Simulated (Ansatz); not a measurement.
## Pt3PbC (Pm-3m): following an unstable mode

Wanted: the energy along a soft mode of Pt3PbC (Pm-3m) and the structure at the end.

Calculated with Ansatz 0.2.0; DFT PBEsol, scalar-relativistic, plane waves, PAW; PAW set soft_1.

This is a report of a sequence of runs, with most program output left out.

## 1. The structure

The structure is cubic, space group Pm-3m (No. 221). The conventional cell has a = 4.281 Å, b = 4.281 Å, c = 4.281 Å, α = 90.00°, β = 90.00°, γ = 90.00°. Pt has 2 C at 2.14 Å and 8 Pt at 3.03 Å and 4 Pb at 3.03 Å nearest. Nearest to Pb lie 12 Pt at 3.03 Å. Nearest to C lie 6 Pt at 2.14 Å. Farther neighbours are not listed.

## 2. The dispersion

The cell comes from relaxations at this level that are not shown. Stability and thermal properties need the whole zone. Linear response on a 4×4×4 q mesh gives force constants as far as a supercell of that size would.

File input.yaml:

```yaml
crystal:
  lattice:
    - [4.2811329647, 0.0, 0.0]
    - [0.0, 4.2811329647, 0.0]
    - [0.0, 0.0, 4.2811329647]
  atoms:
    - { symbol: Pt, position: [0.0, 0.5, 0.5] }
    - { symbol: Pt, position: [0.5, 0.5, 0.0] }
    - { symbol: Pt, position: [0.5, 0.0, 0.5] }
    - { symbol: Pb, position: [0.0, 0.0, 0.0] }
    - { symbol: C, position: [0.5, 0.5, 0.5] }
kpoints:
  mp_grid: { grid: [8, 8, 8] }
hamiltonian:
  xc: pbesol
  pseudopotentials: { kind: paw, azcp: { folder: soft_1 }, xc_functional: pbe }
scf:
  occupations: { method: methfessel_paxton, width: 0.2 }
output:
  eigenvalues: true
phonons:
  method: dfpt
  qmesh: [4, 4, 4]
  temperatures: { t_max: 1000, t_step: 50 }
  qpath:
    path:
      - [[0.0, 0.0, 0.0], [0.0, 0.5, 0.0], [0.5, 0.5, 0.0], [0.0, 0.0, 0.0], [0.5, 0.5, 0.5], [0.0, 0.5, 0.0]]
      - [[0.5, 0.5, 0.5], [0.5, 0.5, 0.0]]
    npoints: 10
```

On the command line:

```
ansatz run input.yaml --threads 4 --pin off --max-ram 10240MiB --backend cpu --events-out ev --progress --plain --runs-dir out
```

The job ended after 21 min (4 threads of Arm Neoverse V2, shared host; peak memory 3.7 GiB).

This step gave:

| Property | Result |
| --- | --- |
| volume per atom | 15.69 Å³ |
| gap on the k-mesh | 0 eV |
| sum-rule residual before enforcement | 9.72e-5 eV/Å² |
| lowest frequency on the path | -127.4 cm⁻¹ |
| point group | m-3m |
| highest frequency on the path or at a solved wavevector | 539.5 cm⁻¹ |
| highest optical mode at the zone centre (no LO-TO term) | 225.1 cm⁻¹ |
| lowest optical zone-centre mode | -122.0 cm⁻¹ |
| lowest mode on the q mesh (acoustic modes at Γ apart) | -126.1 cm⁻¹ |

Frequencies (cm⁻¹) solved at each irreducible wavevector; negative means imaginary. Frequencies by wavevector, by row:

| q in reciprocal lattice units | star | mode 1 | mode 2 | mode 3 | mode 4 | mode 13 | mode 14 | mode 15 |
| --- | --- | --- | --- | --- | --- | --- | --- | --- |
| 0 0 0 | 1 | -122 | -122 | -122 | 0 | 225.1 | 225.1 | 225.1 |
| 0 0 0.25 | 6 | -126.1 | -126.1 | -36.8 | -36.8 | 218.5 | 218.5 | 419 |
| 0 0 -0.5 | 3 | -93 | -93 | -77.2 | -77.2 | 212.8 | 212.8 | 520 |
| 0 0.25 0.25 | 12 | -118.5 | -70.9 | -52.3 | -31.7 | 215.1 | 406.6 | 422.9 |
| 0 0.25 -0.5 | 12 | -95.1 | -89.4 | -70.5 | -58.3 | 208.9 | 413.5 | 520.5 |
| 0 -0.5 -0.5 | 3 | -100.6 | -64.6 | -63.4 | -63.4 | 190.1 | 522.5 | 522.5 |
| 0.25 0.25 0.25 | 8 | -65.8 | -65.8 | -64.4 | -39.1 | 397.9 | 421.8 | 421.8 |
| 0.25 0.25 -0.5 | 12 | -72.8 | -64.2 | -56.8 | -26 | 407.9 | 421.8 | 520.5 |
| 0.25 -0.5 -0.5 | 6 | -68.6 | -63.2 | -63.2 | -20 | 413.7 | 527.1 | 527.1 |
| -0.5 -0.5 -0.5 | 1 | -68.8 | -68.8 | -68.8 | 22.2 | 539.5 | 539.5 | 539.5 |

Interpolated from a 4×4×4 q mesh. The phonon branches at the labelled points (cm⁻¹):

| point | branch 1 | branch 2 | branch 3 | branch 4 | branch 12 | branch 13 | branch 14 | branch 15 |
| --- | --- | --- | --- | --- | --- | --- | --- | --- |
| Γ | -122 | -122 | -122 | 0 | 87 | 225 | 225 | 225 |
| halfway | -126 | -126 | -37 | -37 | 94 | 218 | 218 | 419 |
| X | -93 | -93 | -77 | -77 | 104 | 213 | 213 | 520 |
| halfway | -95 | -89 | -70 | -58 | 116 | 209 | 414 | 520 |
| M | -101 | -65 | -63 | -63 | 123 | 190 | 522 | 522 |
| halfway | -118 | -71 | -52 | -32 | 102 | 215 | 407 | 423 |
| Γ | -122 | -122 | -122 | 0 | 87 | 225 | 225 | 225 |
| halfway | -66 | -66 | -64 | -39 | 118 | 398 | 422 | 422 |
| R | -69 | -69 | -69 | 22 | 158 | 540 | 540 | 540 |
| halfway | -73 | -64 | -57 | -26 | 133 | 408 | 422 | 520 |
| X | -93 | -93 | -77 | -77 | 104 | 213 | 213 | 520 |
| jump to R | -69 | -69 | -69 | 22 | 158 | 540 | 540 | 540 |
| halfway | -69 | -63 | -63 | -20 | 146 | 414 | 527 | 527 |
| M | -101 | -65 | -63 | -63 | 123 | 190 | 522 | 522 |

Symmetry leaves 10 wavevectors to solve. The lowest mode among them, the acoustic zeros apart, lies at q = (0, 0, 0.25) and is imaginary, 126.1i cm⁻¹, so the energy falls along it.

## 3. The mode frozen in, largest atomic shift 0 Å

The mode followed lies at Γ with frequency 122.0i cm⁻¹ and is 3-fold degenerate, one of the unstable modes though not the softest. At small amplitude the distorted cell has space group no. 99 by a symmetry search on the positions. The undistorted cell that holds it gives the zero of energy on the same k mesh.

input.yaml, the sections that differ from step 2:

```yaml
output:
  forces: true
  stress: true
  eigenvalues: true
# crystal, kpoints, hamiltonian, scf: as in step 2
# phonons: removed
```

The job ended after 1.6 s (4 threads; peak memory 0.43 GiB; 5.6 s of CPU time).

Numbers from this step:

- pressure: -3.31e-5 GPa
- energy from the undistorted cell: 0 meV/atom

The run ends at a pressure of 0.00 GPa.

## 4. The mode frozen in, largest atomic shift 0.22 Å

The atoms are moved along the unstable eigenvector, the largest shift by 0.22 Å, with the cell fixed.

input.yaml, the sections that differ from step 3:

```yaml
crystal:
  lattice:
    - [4.2811329647, 0.0, 0.0]
    - [0.0, 4.2811329647, 0.0]
    - [0.0, 0.0, 4.2811329647]
  atoms:
    - { symbol: Pt, position: [0.0, 0.4925646527, 0.5] }
    - { symbol: Pt, position: [0.5, 0.4925646527, 0.0] }
    - { symbol: Pt, position: [0.5, 0.0124106958, 0.5] }
    - { symbol: Pb, position: [0.0, -0.0006627318, 0.0] }
    - { symbol: C, position: [0.5, 0.5513882661, 0.5] }
# kpoints, hamiltonian, scf, output: as in step 3
```

It took 5 s on 4 threads; peak memory 0.47 GiB.

This step gave:

```
pressure                         : 0.6569 GPa
energy from the undistorted cell : -3.814 meV/atom
```

The energy, extrapolated to zero smearing, is -3.81 meV/atom against the undistorted cell.

The run ends at a pressure of 0.66 GPa, with forces up to 0.84 eV/Å.

## 5. Energy along the mode, all amplitudes (two of the runs are shown above)

An imaginary frequency means negative curvature, so the energy should fall and then rise again as anharmonic terms take over.

Numbers from this step:

* depth at the lowest point sampled: 3.814 meV/atom
* largest atomic shift at that point: 0.22 Å

The energy from the parent by largest atomic shift:

```csv
largest atomic shift (Å),energy from the parent (meV/atom)
0.000,0
0.040,-0.284
0.080,-1.08
0.140,-2.76
0.220,-3.81
0.320,-0.039
0.450,39.9
```

Displacement at unit largest shift by atom:

```csv
atom,x (Å),y (Å),z (Å),size
Pt1,0.00,-0.14,0.00,0.14
Pt2,0.00,-0.14,0.00,0.14
Pt3,0.00,0.24,0.00,0.24
Pb4,0.00,-0.01,0.00,0.01
C5,0.00,1.00,0.00,1.00
```

The lowest of the steps tried is at 0.22 Å, 3.81 meV/atom below the parent; the bottom of the well need not coincide with a step.

## 6. Relaxation from the frozen mode

Starting from the lowest point found, all atoms and the cell are let go, so that strain and other modes of the same symmetry can join in.

Changes to input.yaml since step 4:

```diff
@@ -22 +22,6 @@
   eigenvalues: true
+relax:
+  adjacent_minimum: "off"
+  f_tol: 0.002
+  max_steps: 120
+  cell: { stress_tol: 0.03 }
```

The job ended after 1.8 min (4 threads; peak memory 0.51 GiB).

Step by step:

```
step  energy less that of the first step (eV)  largest force component (eV/Å)  pressure (GPa)  volume (Å³)
   1                                   0.0000                          0.8379            0.66        78.47
   2                                  -0.0887                          0.3784            0.41        78.27
   3                                  -0.0661                          2.5103            2.54        77.57
   4                                  -0.1977                          0.6930           -0.26        78.35
   5                                  -0.3062                          0.8465            0.27        78.06
   6                                  -0.4819                          0.7742            0.63        77.80
   7                                  -0.6702                          0.5364            1.26        77.49
   8                                  -0.6840                          0.5041            1.42        78.69
   9                                  -0.7355                          0.0768           -0.64        78.53
  10                                  -0.7348                          0.0755            0.39        78.37
  11                                  -0.7377                          0.0472            0.12        78.36
  12                                  -0.7377                          0.0103           -0.10        78.48
  13                                  -0.7378                          0.0051            0.02        78.42
  14                                  -0.7378                          0.0002            0.00        78.43
 15*                                  -0.7785                          0.0145            0.87        78.43
  16                                  -0.7876                          0.0591            0.45        78.90
  17                                  -0.7898                          0.0167           -0.09        79.47
  18                                  -0.7899                          0.0238            0.28        79.34
  19                                  -0.7901                          0.0013           -0.01        79.39
 20*                                  -0.7906                          0.0013           -0.01        79.39
```

Relaxation steps marked * repeat the geometry before them on a plane-wave basis chosen anew for their cell, so energy and pressure can jump there. Relaxation steps 3, 10 were tried and not accepted.

Forces are held to the 8 operations that the run works with; a distortion that breaks them can't arise in this run.

```csv
cell as run,before,after,change
a (Å),4.281,3.915,-8.5 %
b (Å),4.281,5.179,+21.0 %
c (Å),4.281,3.915,-8.5 %
volume (Å³/atom),15.69,15.88,+1.2 %
```

The atoms that moved most (Å, as changes of fractional coordinates times the final cell):

| atom | dx | dy | dz | length |
| --- | --- | --- | --- | --- |
| C5 | 0.000 | 0.341 | 0.000 | 0.341 |
| Pt1 | 0.000 | -0.153 | 0.000 | 0.153 |
| Pt2 | 0.000 | -0.153 | 0.000 | 0.153 |
| Pb4 | 0.000 | -0.020 | 0.000 | 0.020 |
| Pt3 | 0.000 | -0.015 | 0.000 | 0.015 |

Final coordinates:

```cif
data_structure
_symmetry_space_group_name_H-M 'P 1'
_symmetry_Int_Tables_number 1
_cell_length_a 3.9153
_cell_length_b 5.1789
_cell_length_c 3.9153
_cell_angle_alpha 90.000
_cell_angle_beta 90.000
_cell_angle_gamma 90.000
_cell_volume 79.39
loop_
_atom_site_label
_atom_site_type_symbol
_atom_site_fract_x
_atom_site_fract_y
_atom_site_fract_z
_atom_site_occupancy
Pt1 Pt 0.00000 0.46309 0.50000 1
Pt2 Pt 0.50000 0.46309 0.00000 1
Pt3 Pt 0.50000 0.00947 0.50000 1
Pb4 Pb 0.00000 0.99547 0.00000 1
C5 C 0.50000 0.61716 0.50000 1
```

This step gave:

- pressure: -0.005214 GPa
- volume per atom: 15.88 Å³

The distorted start has space group P4mm; the relaxation ends in P4mm.

## 7. The new phase in its own primitive cell

The relaxed structure is symmetrised, reduced to its primitive cell and relaxed tightly, as its phonons need.

input.yaml, the sections that differ from step 6:

```yaml
crystal:
  lattice:
    - [3.9153095995, 0.0, 0.0]
    - [0.0, 3.9153095995, 0.0]
    - [0.0, 0.0, 5.1789042967]
  atoms:
    - { symbol: Pt, position: [0.0, 0.5, 0.5369148226] }
    - { symbol: Pt, position: [0.5, 0.0, 0.5369148226] }
    - { symbol: Pt, position: [0.5, 0.5, 0.990533391] }
    - { symbol: Pb, position: [0.0, 0.0, 0.0045279828] }
    - { symbol: C, position: [0.5, 0.5, 0.3828434455] }
kpoints:
  mp_grid: { grid: [10, 10, 8] }
relax:
  adjacent_minimum: "off"
  f_tol: 0.001
  max_steps: 60
  cell: { stress_tol: 0.01 }
# hamiltonian, scf, output: as in step 6
```

Run time: 59 s. Hardware: 4 threads; peak memory 0.57 GiB.

Relaxation path:

| step | energy less that of the first step (eV) | largest force component (eV/Å) | pressure (GPa) | volume (Å³) |
| --- | --- | --- | --- | --- |
| 1 | 0.0000 | 0.0205 | -0.02 | 79.39 |
| 2 | 0.0000 | 0.0165 | -0.14 | 79.46 |
| 3 | -0.0001 | 0.0057 | 0.06 | 79.38 |
| 4 | -0.0001 | 0.0081 | 0.00 | 79.41 |
| 5 | -0.0001 | 0.0101 | -0.03 | 79.45 |
| 6 | -0.0001 | 0.0006 | -0.01 | 79.48 |
| 7 | -0.0001 | 0.0005 | 0.00 | 79.48 |
| 8* | -0.0001 | 0.0005 | 0.00 | 79.48 |

Relaxation steps marked * repeat the geometry before them on a plane-wave basis chosen anew for their cell, so energy and pressure can jump there.

Forces are held to the 8 operations that the run works with; a distortion that breaks them can't arise in this run.

```
conventional cell, symmetrised  before  after  change
                         a (Å)   3.915  3.916  +0.0 %
                         b (Å)   3.915  3.916  +0.0 %
                         c (Å)   5.179  5.184  +0.1 %
              volume (Å³/atom)   15.88  15.90  +0.1 %
```

Final coordinates:

```xyz
5
Lattice="3.9158 0.0000 0.0000 0.0000 3.9158 0.0000 0.0000 0.0000 5.1838" Properties=species:S:1:pos:R:3 pbc="T T T"
Pt    0.0000    1.9579    2.7803
Pt    1.9579    0.0000    2.7803
Pt    1.9579    1.9579    5.1444
Pb    0.0000    0.0000    0.0145
C     1.9579    1.9579    1.9897
```

Numbers from this step:

| Quantity | Value |
| --- | --- |
| pressure | 6.78e-4 GPa |
| volume per atom | 15.90 Å³ |

The largest force component left is 0.54 meV/Å and the pressure is 0.001 GPa, within the tolerances set. The cell now holds 15.90 Å³/atom.

## 8. Modes of the new phase, k-mesh 10×10×8

A relaxed structure may still be a saddle point, so its zone-centre modes are computed. No field response is asked, since the mesh shows no gap.

input.yaml, the sections that differ from step 7:

```yaml
crystal:
  lattice:
    - [3.9157709233, 0.0, 0.0]
    - [0.0, 3.9157709233, 0.0]
    - [0.0, 0.0, 5.1837791768]
  atoms:
    - { symbol: Pt, position: [0.0, 0.5, 0.5363446735] }
    - { symbol: Pt, position: [0.5, 0.0, 0.5363446735] }
    - { symbol: Pt, position: [0.5, 0.5, 0.9924125715] }
    - { symbol: Pb, position: [0.0, 0.0, 0.0027914859] }
    - { symbol: C, position: [0.5, 0.5, 0.38384106] }
output:
  eigenvalues: true
phonons:
  method: dfpt
# kpoints, hamiltonian, scf: as in step 7
# relax: removed
```

Elapsed: 2.8 min, on 4 threads; peak memory 1.9 GiB.

Numbers from this step:

```yaml
sum_rule_residual_before_enforcement: 4.33e-5 eV/Å²
point_group: 4mm
highest_optical_mode_at_the_zone_centre_no_lo_to_term: 627.0 cm⁻¹
lowest_optical_zone_centre_mode: 28.33 cm⁻¹
```

Patterns of degenerate modes are one choice out of their space. Modes at Γ, with each element's share of the kinetic energy:

| mode | frequency (cm⁻¹) | symmetry | Pt % | Pb % | C % |
| --- | --- | --- | --- | --- | --- |
| 1 | 0.0 | acoustic | 73 | 26 | 1 |
| 2 | 0.0 | acoustic | 73 | 26 | 1 |
| 3 | 0.0 | acoustic | 73 | 26 | 1 |
| 4 | 28.3 | E | 73 | 26 | 1 |
| 5 | 28.3 | E | 73 | 26 | 1 |
| 6 | 46.8 | A1 | 40 | 59 | 1 |
| 7 | 85.2 | B1 | 100 | 0 | 0 |
| 8 | 108.2 | A1 | 85 | 15 | 0 |
| 9 | 138.9 | E | 53 | 47 | 0 |
| 10 | 138.9 | E | 53 | 47 | 0 |
| 11 | 153.0 | E | 96 | 2 | 2 |
| 12 | 153.0 | E | 96 | 2 | 2 |
| 13 | 452.6 | E | 4 | 0 | 96 |
| 14 | 452.6 | E | 4 | 0 | 96 |
| 15 | 627.0 | A1 | 3 | 0 | 97 |

Displacements in mode 4 (28.3 cm⁻¹), the largest set to 1:
```
Pt1  0.19  0.88  0.00
Pt2  0.16  1.00  0.00
Pt3 -0.17 -0.93  0.00
Pb4 -0.17 -0.93  0.00
C5   0.14  0.76  0.00
```

Displacements in mode 11 (153.0 cm⁻¹), the largest set to 1:
```
Pt1  0.08  1.00  0.00
Pt2 -0.08 -0.89  0.00
Pt3 -0.01  0.14  0.00
Pb4  0.02 -0.18  0.00
C5   0.06 -0.77  0.00
```

Before it was imposed, the acoustic sum rule was missed by 4.3e-5 eV/Å². Small misses are needed for a sound result but don't prove that mesh and cutoff are converged. The lowest optical mode is real, 28.3 cm⁻¹.

## 9. Summary of results

```json
{
  "unstable mode of the parent": "q = (0, 0, 0), 122i cm⁻¹",
  "depth at the lowest point sampled": "3.81 meV/atom",
  "largest atomic shift at that point": "0.22 Å",
  "space group reached (within 0.01 Å)": "P4mm",
  "energy gained over the parent (first relaxation, on the mesh of the frozen mode)": "161 meV/atom",
  "volume per atom, phase reached": "15.9 Å³",
  "lowest optical zone-centre mode, phase reached": "28.3 cm⁻¹",
  "highest optical mode at the zone centre (no LO-TO term), phase reached": "627 cm⁻¹"
}
```

What this shows: Along this mode the structure falls into P4mm, 161 meV/atom below the parent. At the parent's cell the well is 3.814 meV/atom deep on the steps tried, with its lowest point at a shift of 0.22 Å. Relaxing atoms and cell changes the gain by +157.66 meV/atom against the lowest step (energies at zero smearing). Most of the total comes from this relaxation. The new phase has no imaginary mode at the zone centre of its cell; other wavevectors were not checked. Of the 4 patterns followed to their end from this parent, this one reaches the lowest energy. Each path keeps the symmetry of its pattern, so a lower phase may lie along a pattern not tried. With no gap, or one that is small against the smearing, the frequencies hang on the k mesh and the smearing, most of all near Kohn anomalies. Spin-orbit coupling is left out, which can matter for the heavy elements here. The PAW files were made for PBE and serve the other functionals too. A phonon run warned that its eigensolver left some bands unconverged in a pass.

[Logs are printed without paths, hosts, clocks, repeated set-up lines and the standing remarks that a program may print on its own settings, such as how far it seeks lower states.]

[Hosts, paths, dates, database ids (printed as entryN), source tags and the programs' standing remarks are cut or masked in the printed files.]
